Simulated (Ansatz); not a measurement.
## InF3 (R-3c): G0W0 under other settings

A base run on InF3 (R-3c), then changed inputs.

Method: G0W0 on LDA, plane waves, PAW, in Ansatz 0.2.0.

## Step 1: Starting point

Symmetry: R-3c, No. 167, trigonal system. Conventional cell: a = 5.204 Å, b = 5.204 Å, c = 14.723 Å, α = 90.00°, β = 90.00°, γ = 120.00°. Nearest to In lie 6 F at 2.08 Å. F has 2 In at 2.08 Å nearest. Farther neighbours and most contacts between anions are not listed.

The cell and positions are those that the Materials Project relaxed with its own functionals (PBE, PBE+U or r2SCAN), kept fixed. The default PAW set here is soft_2. Its files were made with PBE.

## Step 2: The base run: 4×4×4 mesh, 149 empty bands, screening to 69 eV

G0W0 replaces the xc potential by the self-energy, built once from these orbitals. Only a window of levels is corrected, while the sums run over the empty bands that the input names.

input.yaml reads:

```yaml
crystal:
  lattice:
    - [2.6021411829, 1.5023469124, 4.9075061345]
    - [-2.6021411829, 1.5023469124, 4.9075061345]
    - [0.0, -3.0046938249, 4.9075061345]
  atoms:
    - { symbol: In, position: [0.5, 0.5, 0.5] }
    - { symbol: In, position: [0.0, 0.0, 0.0] }
    - { symbol: F, position: [0.39570922, 0.75, 0.10429078] }
    - { symbol: F, position: [0.75, 0.10429078, 0.39570922] }
    - { symbol: F, position: [0.89570922, 0.60429078, 0.25] }
    - { symbol: F, position: [0.25, 0.89570922, 0.60429078] }
    - { symbol: F, position: [0.60429078, 0.25, 0.89570922] }
    - { symbol: F, position: [0.10429078, 0.39570922, 0.75] }
kpoints:
  mp_grid: { grid: [4, 4, 4] }
hamiltonian:
  xc: lda
scf:
  occupations: { method: fixed }
gw:
  n_empty_bands: 149
  ecut_chi: 69
  qp_bands: [v2, c2]
  qp_kpoints: band_edges
  screening: { model: contour_deformation }
```

Run with:

```
$ ansatz run input.yaml --threads 3 --pin off --max-ram 92160MiB --backend cuda --events-out ev --progress --plain --runs-dir out --devices 1 --max-vram 13GiB  # rebuilt from the run's record
```

Numbers of over 12 decimals in the logs are rounded to 6 here.

What it wrote:

```text
GPUs: using 1 of 1 available (devices: 1).
Engine: ansatz 0.2.0, x86_64-unknown-linux-gnu
Pseudopotentials: kind: paw
Pseudopotential: In, paw, valence charge 13, recommended cutoff 420 eV (normal), In.paw.azcp
Pseudopotential: F, paw, valence charge 7, recommended cutoff 420 eV (normal), F.paw.azcp
Functional definition: SPW92
  exchange = slater_x
  correlation = pw_c
device memory: the entry about to start is reckoned to put 2.3 GiB on a device that reports 38.7 GiB free (of which the cap on the GPU budget leaves the run 13.0 GiB)
GPU FFT provider: cuFFT
GPU libraries: cuBLAS 13.8.2, cuFFT 12.4.0, cuSOLVER 12.3.4
Crystal: 8 atoms, lattice volume = 115.110 Å³
Basis set: ecut = 420 eV, 2249 PW (Γ)
Bands: 42, of which v1, the nominal top of the filled ones, is band 34 counted from 1 (33 counted from 0)
Symmetry: 12 space group operations
Space group: R-3c (ITA 167), of the structure as read, at distance tolerance 4.9e-5 Å
k-points: 13 of 64
Non-local potential: In, projectors of the file, l = 0: 2, l = 1: 2, l = 2: 2, l = 3: 2
Non-local potential: F, projectors of the file, l = 0: 2, l = 1: 2, l = 2: 1
PAW form: soft (Blöchl's): semilocal exchange-correlation on the pseudo side does not see the compensation charge
PAW frozen core: In, regenerated for the run's functional, and the local potential with it (the file was generated under x = pbe(κ = 0.804, μ = 0.219515), c = pbe(β = 0.066725))
PAW frozen core: F, regenerated for the run's functional, and the local potential with it (the file was generated under x = pbe(κ = 0.804, μ = 0.219515), c = pbe(β = 0.066725))
PAW one-centre angular grid: In, 590 points (default); XC on 64 Gauss nodes
PAW one-centre angular grid: F, 110 points (default); XC on 64 Gauss nodes
Initial density: superposition of atomic densities (neutral atoms: chi_scale 0, normalization atom), corrected by the library's trained network
Initial wavefunctions: pseudopotential atomic-orbital guess
GPU buffer pool allocated for 64000 grid points (all kernels)
GPU transforms: local potential and band sums: pruned to the plane-wave sphere, on 40×40×40
Functional: x = slater, c = lda
SCF iter   1: F=—  HF=-15679.967437 eV  |F-HF|=—  |Δ(HF+E_count)|=         —  Δρ=2.04e-2  dr2=3.33e-1  ethr=1.77e-3  ⟨swp⟩=4.8  Hψ=1835  notcnv=0  defer=78
preconditioner: auto → Resta (q_TF=auto, 2.499 Å⁻¹)  ε∞=3.6  [insulator: Δε(μ)=3.795 eV  Ē_g=17.765 eV  n_scr=26 (ndim 8)  ℏωp=28.5 eV  f_vac=0.174  ε∞_Penn≈3.6]
SCF iter   2: F=—  HF=-15679.869257 eV  |F-HF|=—  |Δ(HF+E_count)|=   9.82e-2  Δρ=5.03e-3  dr2=1.06e-2  ethr=4.89e-4  ⟨swp⟩=2.2  Hψ=924  notcnv=0  defer=78
SCF iter   3: F=—  HF=-15679.865827 eV  |F-HF|=—  |Δ(HF+E_count)|=   3.43e-3  Δρ=1.92e-3  dr2=2.59e-3  ethr=1.56e-5  ⟨swp⟩=2.0  Hψ=901  notcnv=0  defer=78
[...]
E_local      = -6290.710337  (includes V_loc(G=0)·N_el)
  E_nonlocal   = 1205.933247
  E_hartree    = 2396.048968
  E_xc         = -885.467276
  E_vxc        = -796.771553  (∫ρ·V_xc dr)
  E_paw        = -9172.532044  (= ΣΔE_a)
  E_vpaw       = -1033.855251  (= ΣTr[D̂ρ^β])
  E_aug_tail   = 0.012177  (compensation charges beyond the density's cutoff)
  E_ewald      = -4652.994155
  E_core_change = 1.248583  (= ΣΔE_core)
  E_smearing   = -0.000000  (= −TS)
  E_closure    = 0.000000  (closes the sum)
  Σ components = -15679.865087   (vs F -15679.865087, Δ=0.00e0)
--- Band table (eV; the first three rows and the last of 13) ---
  k-point 0: bands = [... 30 lower, 1.0245, 1.0245, 1.1791, 1.1791, 5.2268, 10.6603, 11.6223, 12.7246, ... 4 higher]
  k-point 1: bands = [... 30 lower, 0.9363, 0.9427, 1.0931, 1.1523, 6.0983, 9.6302, 12.1550, 12.2348, ... 4 higher]
  k-point 2: bands = [... 30 lower, 0.9470, 0.9470, 1.0785, 1.0785, 7.8419, 7.8419, 12.2191, 12.2191, ... 4 higher]
  k-point 12: bands = [... 30 lower, 1.0879, 1.0879, 1.0879, 1.0879, 7.6511, 7.6511, 12.9092, 12.9092, ... 4 higher]
--- G₀W₀: contour deformation, 5 samples at zero and on the imaginary axis and 3 off it, 64 q-points, 149 empty bands' worth ---
  eigenvalues of the whole cell's RPA ε∞ on this k-mesh (on a slab, of 1 + 4πα/V) = 2.4059, 2.4059, 2.4869; static W/v taken at q = 0 is 0.411401
  bands read: the sum over 183 bands ends inside a degenerate multiplet in 3 slots, whose members it reads at an even weight; the widest, k=12: bands 183 to 186 (counted from 1) at 1/4 each
  gw.qp_kpoints: band_edges: 13 of 13 stored k-points solved, in 1 pass; an edge of the gap read off the rows below is read off those points alone
  `?` marks the rows in doubt; gw_qp.tsv's column doubts and the gw_qp event give each row's grounds
    ik  band        ε_KS         Σx   Σc(E_QP)       V_xc       Z   E_QP_lin       E_QP  E_QP is
     0    33      1.1791   -32.3070     6.0453   -24.5867  0.7682    -0.5440    -0.4959  root
     0    34      1.1791   -32.3070     6.0453   -24.5867  0.7682    -0.5440    -0.4959  root
     0    35      5.2268   -11.7178    -3.1732   -16.6205  0.8560     6.9771     6.9562  root
     0    36     10.6603   -15.1560    -4.3538   -22.1692  0.8006    13.4740    13.3197  root ?
     1    33      1.0931   -31.9567     6.1889   -24.0515  0.7644    -0.6762    -0.6233  root
     1    34      1.1523   -32.1187     6.1646   -24.2422  0.7654    -0.6114    -0.5595  root
     1    35      6.0983   -12.8458    -3.1398   -17.8517  0.8483     7.9917     7.9643  root
     1    36      9.6302   -13.8347    -4.0048   -20.2997  0.8206    12.1887    12.0905  root
     2    33      1.0785   -32.0463     6.1474   -24.1894  0.7653    -0.6832    -0.6310  root
[...]
3    36      9.7639   -14.4680    -4.0390   -21.0205  0.8157    12.3879    12.2774  root ?
[...]
6    36      9.3229   -14.9010    -3.8933   -21.2778  0.8184    11.9064    11.8064  root ?
[...]
12    33      1.0879   -32.0289     6.1008   -24.2488  0.7659    -0.6409    -0.5914  root
    12    34      1.0879   -32.0289     6.1008   -24.2488  0.7659    -0.6409    -0.5914  root
    12    35      7.6511   -13.1858    -3.4065   -18.6925  0.8385     9.7985     9.7513  root
    12    36      7.6511   -13.1858    -3.4065   -18.6925  0.8385     9.7985     9.7513  root
[key lines of the parts left out:]
SCF converged after 7 iterations
Free energy (F): -15679.865087 eV
Fermi energy:    1.213487 eV
```

It took 29 s on 1 × NVIDIA H100 80GB HBM3 (shared by 6 runs) with 3 threads of AMD EPYC 7R13 (Zen 3), shared host; peak memory 1.2 GiB.

Numbers from this step:

* bands summed: 183
* RPA ε∞ on this mesh (eigenvalues): 2.406, 2.406, 2.487
* plane waves in the screening matrix: 145
* q-points in the mesh: 64
* G0W0 gap on the mesh: 7.371 eV
* k of the valence top: 0, -0.5, -0.5
* k of the conduction bottom: 0, 0, 0
* starting gap on the mesh: 4.013 eV
* Z at the valence top: 0.7811
* Z at the conduction bottom: 0.8560
* least direct G0W0 gap on the computed points: 7.452 eV

The gap on the mesh goes from 4.01 eV to 7.37 eV, a correction of +3.36 eV, though a band edge has moved to another state.

## Step 3: Variant: fewer bands

input.yaml, as its differences from that of step 2:

```diff
@@ -21,4 +21,4 @@
 gw:
-  n_empty_bands: 149
-  ecut_chi: 69
+  n_empty_bands: 87
+  ecut_chi: 140
   qp_bands: [v2, c2]
```

What it wrote:

```text
GPUs: using 1 of 1 available (devices: 1).
[...]
GPU FFT provider: cuFFT
GPU libraries: cuBLAS 13.8.2, cuFFT 12.4.0, cuSOLVER 12.3.4
Crystal: 8 atoms, lattice volume = 115.110 Å³
Basis set: ecut = 420 eV, 2249 PW (Γ)
Bands: 42, of which v1, the nominal top of the filled ones, is band 34 counted from 1 (33 counted from 0)
[... 1 set-up line as in the run before ...]
[...]
k-points: 13 of 64
[...]
GPU buffer pool allocated for 64000 grid points (all kernels)
[...]
SCF iter   1: F=—  HF=-15679.967437 eV  |F-HF|=—  |Δ(HF+E_count)|=         —  Δρ=2.04e-2  dr2=3.33e-1  ethr=1.77e-3  ⟨swp⟩=4.8  Hψ=1835  notcnv=0  defer=78
[...]
SCF iter   7: F=-15679.865087 eV  HF=-15679.865087 eV  |F-HF|=1.18e-9  |Δ(HF+E_count)|=   2.60e-8  Δρ=2.15e-6  dr2=7.16e-9  ethr=1.47e-10  ⟨swp⟩=9.2  Hψ=2180  notcnv=0
SCF 1 converged in 7 iterations: F = -15679.865087 eV  dr2 = 7.16e-9
[...]
NSCF: frozen V_eff on 13 k-points
[...]
G₀W₀ screening: q 1/13
[... further progress lines ...]
[...]
SCF converged after 7 iterations
Free energy (F): -15679.865087 eV
[...]
Internal energy: -15679.865087 eV  (E = F + TS)
E sigma→0 (E₀):  -15679.865087 eV
Fermi energy:    1.213487 eV
[...]
--- Band table (eV; the first three rows and the last of 13) ---
  k-point 0: bands = [... 30 lower, 1.0245, 1.0245, 1.1791, 1.1791, 5.2268, 10.6603, 11.6223, 12.7246, ... 4 higher]
  k-point 1: bands = [... 30 lower, 0.9363, 0.9427, 1.0931, 1.1523, 6.0983, 9.6302, 12.1550, 12.2348, ... 4 higher]
[...]
0    34      1.1791   -32.3070     6.3577   -24.5867  0.7613    -0.2136    -0.1836  root
     0    35      5.2268   -11.7178    -2.8145   -16.6205  0.8523     7.3457     7.3149  root
     0    36     10.6603   -15.1560    -4.0961   -22.1692  0.7952    13.7670    13.5773  root ?
     1    33      1.0931   -31.9567     6.5011   -24.0515  0.7582    -0.3442    -0.3111  root
     1    34      1.1523   -32.1187     6.4805   -24.2422  0.7590    -0.2761    -0.2437  root
     1    35      6.0983   -12.8458    -2.7909   -17.8517  0.8442     8.3526     8.3133  root
     1    36      9.6302   -13.8347    -3.7182   -20.2997  0.8161    12.5057    12.3770  root ?
     2    33      1.0785   -32.0463     6.4587   -24.1894  0.7592    -0.3523    -0.3196  root
     2    34      1.0785   -32.0463     6.4587   -24.1894  0.7592    -0.3523    -0.3196  root
[...]
3    36      9.7639   -14.4680    -3.7609   -21.0205  0.8109    12.6992    12.5555  root ?
[...]
4    36      8.7036   -13.8668    -3.4319   -19.9406  0.8245    11.4456    11.3455  root ?
[...]
5    36      8.8402   -13.8733    -3.4779   -20.0127  0.8235    11.6060    11.5016  root ?
[...]
6    36      9.3229   -14.9010    -3.6029   -21.2778  0.8134    12.2235    12.0968  root ?
[...]
7    36      9.4477   -13.2770    -3.5833   -19.5054  0.8202    12.2033    12.0928  root ?
[...]
8    36      8.8451   -14.0821    -3.4432   -20.1794  0.8216    11.6051    11.4993  root ?
[...]
12    33      1.0879   -32.0289     6.4099   -24.2488  0.7593    -0.3134    -0.2824  root
    12    34      1.0879   -32.0289     6.4099   -24.2488  0.7593    -0.3134    -0.2824  root
    12    35      7.6511   -13.1858    -3.0845   -18.6925  0.8342    10.1383    10.0733  root
    12    36      7.6511   -13.1858    -3.0845   -18.6925  0.8342    10.1383    10.0733  root
```

Wall time 13 s (1 × NVIDIA H100 80GB HBM3 (shared by 6 runs) with 3 threads); peak memory 1.5 GiB.

Against the base:

| setting | base | variant |
| --- | --- | --- |
| empty bands | 149 | 87 |
| screening cutoff (eV) | 69 | 140 |

```
                                    quantity  variant   base
                    starting gap on the mesh    4.013  4.013
                        G0W0 gap on the mesh    7.437  7.371
least direct G0W0 gap on the computed points    7.498  7.452
                        Z at the valence top    0.773  0.781
                  Z at the conduction bottom    0.852  0.856
```

## Step 4: Variant: norm-conserving files, smooth pair densities

This step: G0W0 on LDA, plane waves, norm-conserving pseudopotentials.

input.yaml, as its differences from that of step 3:

```diff
@@ -18,2 +18,3 @@
   xc: lda
+  pseudopotentials: { kind: nc }
 scf:
@@ -21,4 +22,4 @@
 gw:
-  n_empty_bands: 87
-  ecut_chi: 140
+  n_empty_bands: 187
+  ecut_chi: 80
   qp_bands: [v2, c2]
@@ -26 +27,2 @@
   screening: { model: contour_deformation }
+  pair_densities: pseudo
```

What it wrote:

```text
GPUs: using 1 of 1 available (devices: 1).
[...]
GPU FFT provider: cuFFT
GPU libraries: cuBLAS 13.8.2, cuFFT 12.4.0, cuSOLVER 12.3.4
Crystal: 8 atoms, lattice volume = 115.110 Å³
Basis set: ecut = 1142.878222 eV, 10077 PW (Γ)
Bands: 42, of which v1, the nominal top of the filled ones, is band 34 counted from 1 (33 counted from 0)
[... 1 set-up line as in the run before ...]
[...]
k-points: 13 of 64
[...]
GPU buffer pool allocated for 262144 grid points (all kernels)
[...]
SCF iter   1: F=—  HF=-7628.079218 eV  |F-HF|=—  |Δ(HF+E_count)|=         —  Δρ=1.12e-1  dr2=1.01e1  ethr=3.10e-3  ⟨swp⟩=5.7  Hψ=2198  notcnv=0  defer=78
[...]
SCF iter   8: F=-7623.843372 eV  HF=-7623.843372 eV  |F-HF|=2.58e-8  |Δ(HF+E_count)|=   8.45e-7  Δρ=7.96e-6  dr2=4.75e-8  ethr=1.47e-10  ⟨swp⟩=14.8  Hψ=3138  notcnv=0
SCF 1 converged in 8 iterations: F = -7623.843372 eV  dr2 = 4.75e-8
[...]
G₀W₀ screening: q 1/13
[... further progress lines ...]
[...]
SCF converged after 8 iterations
Free energy (F): -7623.843372 eV
[...]
Internal energy: -7623.843372 eV  (E = F + TS)
E sigma→0 (E₀):  -7623.843372 eV
Fermi energy:    1.372957 eV
[...]
--- Band table (eV; the first three rows and the last of 13) ---
  k-point 0: bands = [... 30 lower, 1.1966, 1.1966, 1.3404, 1.3404, 5.3700, 10.7723, 11.7851, 12.8750, ... 4 higher]
  k-point 1: bands = [... 30 lower, 1.0968, 1.1002, 1.2622, 1.3189, 6.2376, 9.7518, 12.3131, 12.3952, ... 4 higher]
  k-point 2: bands = [... 30 lower, 1.1152, 1.1152, 1.2458, 1.2458, 7.9728, 7.9728, 12.3840, 12.3840, ... 4 higher]
  k-point 12: bands = [... 30 lower, 1.2542, 1.2542, 1.2542, 1.2542, 7.7855, 7.7855, 13.0685, 13.0685, ... 4 higher]
[...]
0    33      1.3404   -30.5565     6.0942   -22.6294  0.7673    -0.5518    -0.4925  root
     0    34      1.3404   -30.5565     6.0942   -22.6294  0.7673    -0.5518    -0.4925  root
     0    35      5.3700   -10.0332    -3.1662   -14.3481  0.8527     6.5271     6.5186  root
     0    36     10.7723   -12.8652    -4.2567   -19.0699  0.7978    12.7963    12.7202  root
     1    33      1.2622   -30.5521     6.2239   -22.4094  0.7646    -0.7247    -0.6567  root
     1    34      1.3189   -30.6045     6.1904   -22.5209  0.7656    -0.6394    -0.5744  root
     1    35      6.2376   -11.0749    -3.1182   -15.4560  0.8451     7.5119     7.5005  root
     1    36      9.7518   -11.7958    -3.9036   -17.4551  0.8173    11.5528    11.5073  root
[...]
12    33      1.2542   -30.5014     6.1269   -22.5124  0.7659    -0.6704    -0.6079  root
    12    34      1.2542   -30.5014     6.1269   -22.5124  0.7659    -0.6704    -0.6079  root
    12    35      7.7855   -11.3915    -3.3566   -16.2339  0.8355     9.2922     9.2711  root
    12    36      7.7855   -11.3915    -3.3566   -16.2339  0.8355     9.2922     9.2711  root
```

Elapsed: 28 s, on 1 × NVIDIA H100 80GB HBM3 (shared by 6 runs) with 3 threads; peak memory 1.7 GiB; 49 s of CPU time.

The G0W0 gap on the mesh is 6.690 eV.

Against the base:

```csv
setting,base,variant
files,default PAW,norm-conserving
empty bands,149,187
screening cutoff (eV),69,80
pair densities,-,pseudo
```

```
                                    quantity  variant   base
                    starting gap on the mesh    3.997  4.013
                        G0W0 gap on the mesh    6.690  7.371
least direct G0W0 gap on the computed points    7.011  7.452
                        Z at the valence top    0.779  0.781
                  Z at the conduction bottom    0.853  0.856
```

## Step 5: What came out

```
base                                         : 7.37 eV, 29 s
fewer bands                                  : 7.44 eV, 13 s
norm-conserving files, smooth pair densities : 6.69 eV, 28 s
```

What this shows: Fewer bands: the gap moves by +0.07 eV and the time by a factor of 0.44; such settings are too crude to quote. The variant differs from the base in empty bands and screening cutoff together, so the change can't be laid to one of them. Norm-conserving files, smooth pair densities: the gap moves by −0.68 eV (the plane-wave cutoff goes from 420 to 1142.88 eV). The variant differs from the base in files, empty bands, screening cutoff and pair densities together, so the change can't be laid to one of them. All runs here use a coarse mesh and modest cutoffs; they test settings and are not final values. The many-body steps are scalar-relativistic: spin-orbit coupling is not in them.

[Paths, hosts, dates, memory and timing lines, banners, echoed tables and standing remarks are left out of the program output.]

[Logs are printed without paths, hosts, clocks, repeated set-up lines and the standing remarks that a program may print on its own settings, such as how far it seeks lower states.]

[Runs of the session that timed out or met a known fault of the program may be left out.]

[Cells called generated may have been cut or substituted from an entry of the Crystallography Open Database or the Materials Project.]

[Hosts, paths, dates, database ids (printed as entryN), source tags and the programs' standing remarks are cut or masked in the printed files.]
